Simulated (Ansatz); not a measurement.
# Se on Os(0001): change of the work function, part 5 of 5

Wanted: Δφ(θ) for Se/Os(0001), starting from the hcp site.

Ansatz 0.2.0; plane-wave DFT, r2SCAN, Ansatz PAW.

So far, work function, upper face (eV): step 2 (the clean slab) 5.39; step 5 (the covered slab, k-mesh 13×13×1, coverage 1 ML) 3.70; step 7 (the slab at 0.25 ML, atoms frozen) 4.79; step 8 (the substrate of the 0.25 ML cell alone) 5.39; step 9 (the adsorbate layer of the 0.25 ML cell alone) 5.61.

## 12. The same run with other settings

This step: plane-wave DFT, r2SCAN, Ansatz PAW, but for the change named below (Ansatz 0.2.0).

System of this step: Os(0001). The cell holds 4 atoms: 4 Os. Cell: a = 2.740 Å, b = 2.740 Å, c = 24.490 Å, α = 90.0°, β = 90.0°, γ = 60.0°. Vacuum lies along c.

Another changed input: it repeats the earlier run at 0 ML with hamiltonian.xc from r2scan to pbe, scf.occupations.method from fermi_dirac to cold and scf.occupations.width from 0.1 to 0.2.

File input.yaml:

```yaml
crystal:
  lattice:
    - [2.74, 0.0, 0.0]
    - [1.37, 2.3729096064, 0.0]
    - [0.0, 0.0, 24.48969]
  atoms:
    - { symbol: Os, position: [0.6666666667, 0.6666666667, 0.3675015894] }
    - { symbol: Os, position: [0.0, 0.0, 0.4558338631] }
    - { symbol: Os, position: [0.6666666667, 0.6666666667, 0.5441661369] }
    - { symbol: Os, position: [0.0, 0.0, 0.6324984106] }
kpoints:
  mp_grid: { grid: [13, 13, 1] }
hamiltonian:
  xc: pbe
scf:
  occupations: { method: cold, width: 0.2 }
  convergence: { dr2_threshold: 1.0e-08 }
efield:
  axis: 3
  dipole_correction: true
  ramp_position: 0.97
  ramp_width: 0.06
relax:
  f_tol: 0.02
  max_steps: 60
  constraints: [{ sites: [0, 1] }]
output:
  write_potential: true
  write_density: true
  volumetric_format: npy
```

Started as:

```
ansatz run input.yaml --threads 4 --pin off --max-ram 12288MiB --backend cpu --events-out ev --progress --plain --runs-dir out
```

Numbers of over 12 decimals in the logs are rounded to 6 here.

Output:

```text
[...]
Crystal: 4 atoms, lattice volume = 159.226 Å³
Basis set: ecut = 420 eV, 3123 PW (Γ), exchange–correlation on 40×40×360 points (8 copies of the dense FFT grid, shifted against one another)
Bands: 39, of which v1, the nominal top of the filled ones, is band 32 counted from 1 (31 counted from 0)
Symmetry: 6 space group operations
k-points: 21 of 169 (time reversal used)
[...]
SCF iter   1: F=—  HF=-45535.705747 eV  |F-HF|=—  |Δ(HF+E_count)|=         —  Δρ=6.40e-3  dr2=1.50e-1  ethr=1.77e-3  p=0.000 e·Å  D=1.89e-14 V/Å  ΔV_dip=-0.00 eV  dr2_dipole=2.93e-7  V_vac-E_F(+/−)=5.37/5.37 eV  ⟨swp⟩=8.1  Hψ=4014  notcnv=0
[...]
SCF iter   8: F=-45535.710235 eV  HF=-45535.710235 eV  |F-HF|=1.02e-8  |Δ(HF+E_count)|=   8.67e-8  S|Δr|=    0.00e0  Δρ=1.44e-6  dr2=4.94e-9  ethr=1.56e-11  p=-0.000 e·Å  D=-1.03e-6 V/Å  ΔV_dip=0.00 eV  dr2_dipole=4.66e-11  V_vac-E_F(+/−)=5.44/5.44 eV  ⟨swp⟩=11.4  Hψ=6275  notcnv=0
SCF 1 converged in 8 iterations: F = -45535.710235 eV  dr2 = 4.94e-9
[...]
relax step   1: F+E_penalty+E_count = -45535.71023454 eV  Δ(F+E_penalty+E_count) = +0.000e0 eV  max|allowed force component| = 6.396e-1 eV/Å  Δτ_max = 0.0000 Å  (8 SCF iters, accepted)
[...]
SCF iter   9: F=-45535.697143 eV  HF=-45535.697143 eV  |F-HF|=5.43e-9  |Δ(HF+E_count)|=   5.41e-9  S|Δr|=    0.00e0  Δρ=9.59e-7  dr2=2.29e-9  ethr=1.56e-11  p=0.002 e·Å  D=2.55e-3 V/Å  ΔV_dip=-0.06 eV  dr2_dipole=1.20e-10  V_vac-E_F(+/−)=5.34/5.40 eV  ⟨swp⟩=11.0  Hψ=6185  notcnv=0
SCF 2 converged in 9 iterations: F = -45535.697143 eV  dr2 = 2.29e-9
relax step   2: F+E_penalty+E_count = -45535.69714312 eV  Δ(F+E_penalty+E_count) = +1.309e-2 eV  max|allowed force component| = 9.480e-1 eV/Å  Δτ_max = 0.1071 Å  (9 SCF iters, rejected (line search))
SCF iter   1: F=—  HF=-45535.733334 eV  |F-HF|=—  |Δ(HF+E_count)|=         —  Δρ=3.44e-3  dr2=1.06e-1  ethr=1.51e-3  p=0.002 e·Å  D=2.55e-3 V/Å  ΔV_dip=-0.06 eV  dr2_dipole=2.94e-2  V_vac-E_F(+/−)=5.35/5.41 eV  ⟨swp⟩=3.2  Hψ=1697  notcnv=0  defer=25
[...]
SCF iter   9: F=-45535.726521 eV  HF=-45535.726521 eV  |F-HF|=3.13e-9  |Δ(HF+E_count)|=   1.17e-8  S|Δr|=    0.00e0  Δρ=5.47e-7  dr2=1.08e-9  ethr=1.56e-11  p=0.001 e·Å  D=1.07e-3 V/Å  ΔV_dip=-0.03 eV  dr2_dipole=2.71e-10  V_vac-E_F(+/−)=5.39/5.41 eV  ⟨swp⟩=10.6  Hψ=5784  notcnv=0
SCF 3 converged in 9 iterations: F = -45535.726521 eV  dr2 = 1.08e-9
relax step   3: F+E_penalty+E_count = -45535.72652107 eV  Δ(F+E_penalty+E_count) = -1.629e-2 eV  max|allowed force component| = 9.156e-2 eV/Å  Δτ_max = 0.0441 Å  (9 SCF iters, accepted)
SCF iter   1: F=—  HF=-45535.726828 eV  |F-HF|=—  |Δ(HF+E_count)|=         —  Δρ=2.58e-4  dr2=5.17e-4  ethr=1.08e-5  p=0.001 e·Å  D=1.07e-3 V/Å  ΔV_dip=-0.03 eV  dr2_dipole=1.45e-4  V_vac-E_F(+/−)=5.39/5.42 eV  ⟨swp⟩=2.1  Hψ=1447  notcnv=0  defer=25
[...]
SCF iter   6: F=-45535.726788 eV  HF=-45535.726788 eV  |F-HF|=8.69e-9  |Δ(HF+E_count)|=   7.02e-8  S|Δr|=    0.00e0  Δρ=1.69e-6  dr2=8.03e-9  ethr=1.56e-11  p=0.001 e·Å  D=9.25e-4 V/Å  ΔV_dip=-0.02 eV  dr2_dipole=6.89e-11  V_vac-E_F(+/−)=5.39/5.42 eV  ⟨swp⟩=11.0  Hψ=6236  notcnv=0
SCF 4 converged in 6 iterations: F = -45535.726788 eV  dr2 = 8.03e-9
relax step   4: F+E_penalty+E_count = -45535.72678784 eV  Δ(F+E_penalty+E_count) = -2.668e-4 eV  max|allowed force component| = 4.810e-3 eV/Å  Δτ_max = 0.0046 Å  (6 SCF iters, accepted)
[...]
SCF converged after 6 iterations
Stability not checked: this state was not tested for a lower state beside it, because cold or Methfessel-Paxton smearing, or corrected tetrahedra, fill the levels in a way that the test cannot read (fill_not_monotonic; see scf.lower_state_search)
Free energy (F): -45535.726788 eV
[...]
Internal energy: -45535.736184 eV  (E = F + TS)
E sigma→0 (E₀):  -45535.729920 eV
Entropy (-TS):   0.009396 eV (2.349 meV/atom)
Fermi energy:    5.665690 eV
Dipole field:    D = 0.000912 V/Å  (p = 0.000803 e·Å, saw-weighted, corrected)
Work function:   Φ+ = 5.3951 eV   Φ− = 5.4175 eV
[...]
--- Forces (eV/Å), atoms counted from 1 ---
  atom   1  Os     0.00000000    -0.00000000     0.61414634
  atom   2  Os    -0.00000000     0.00000000    -0.61214412
  atom   3  Os    -0.00000000    -0.00000000     0.00279424
  atom   4  Os     0.00000000     0.00000000    -0.00480952
  max |Σ_I F_I| component: 1.31e-5 eV/Å
--- Band table (eV; the first three rows and the last of 21) ---
  k-point 0: bands = [... 28 lower, 3.3526, 3.4971, 3.4971, 4.8855, 4.8855, 5.1067, 6.0926, 6.1168, ... 3 higher]
  k-point 1: bands = [... 28 lower, 3.4880, 3.5031, 3.6651, 4.6123, 4.8232, 5.0045, 5.3805, 6.0505, ... 3 higher]
  k-point 2: bands = [... 28 lower, 3.4575, 3.8258, 4.0363, 4.1634, 4.5390, 4.8965, 5.2908, 5.9320, ... 3 higher]
  k-point 20: bands = [... 28 lower, 3.4480, 4.2114, 5.0684, 6.5343, 6.5883, 6.8585, 7.3117, 7.5846, ... 3 higher]
--- Relaxed structure (4 steps of the walk, 3 accepted, 0 SCFs on fresh bases) ---
  F+E_penalty+E_count = -45535.72678784 eV   max|allowed force component| = 4.810e-3 eV/Å
  atoms:
    - { symbol: Os, position: [0.666667, 0.666667, 0.3675015894] }
    - { symbol: Os, position: [0.0, 0.0, 0.4558338631] }
    - { symbol: Os, position: [0.666667, 0.666667, 0.544694] }
    - { symbol: Os, position: [-1.068225154066506e-18, 0, 0.630884] }
```

Run time: 13 s. Hardware: 4 threads of Arm Neoverse V1, shared host; peak memory 0.47 GiB; 49 s of CPU time.

| quantity | this run | earlier run | difference |
| --- | --- | --- | --- |
| work function, upper face (eV) | 5.395 | 5.392 | 0.0027 |
| work function, lower face (eV) | 5.417 | 5.435 | -0.018 |
| dipole along the normal (e·Å) | 8.03e-4 | 0.001548 | -7.5e-4 |

What moves beyond 0.01 in its unit (for the dipole 0.5 % and 5e-5 e·Å): dipole along the normal (-0.000745 e·Å) and work function, lower face (-0.018 eV).

The change shows in the results, which are not taken further.

## 13. What came out

```
work function of the clean face                                                           : 5.39 eV
work function at 0.25 ML                                                                  : 4.79 eV
work function at 0.5 ML                                                                   : 4.29 eV
work function at 1 ML                                                                     : 3.70 eV
dipole per adsorbate at 0.25 ML, positive end outwards                                    : 0.39 D
step of the potential from the moved charge at 0.25 ML, upper less lower side, atoms held : -0.573 eV
```

What this shows: Se lowers the work function of Os(0001) at the lowest coverage, by 0.60 eV: the adsorbate layer has its positive end outwards. An electronegative adsorbate that lowers the work function shows that charge transfer alone doesn't fix the sign: the pushed-back electron tail of the metal and the adsorbate's own polarisation count too. At the highest coverage the adsorbates are pressed to about 2.7 Å, closer than unbonded atoms of this kind usually come, so a real layer may not reach it. The slab has 4 layers, at the tabulated experimental lattice constant, one starting site was run, and quantum-size effects of a slab this thin can reach one or two tenths of an eV.

[Logs are printed without paths, hosts, clocks, repeated set-up lines and the standing remarks that a program may print on its own settings, such as how far it seeks lower states.]

[Hosts, paths, dates, database ids (printed as entryN), source tags and the programs' standing remarks are cut or masked in the printed files.]

[Maps of the electrostatic potential energy from Ansatz leave out the sawtooth potential of an applied field or a dipole correction, so their vacuum need not be flat; planar profiles and work functions include it.]
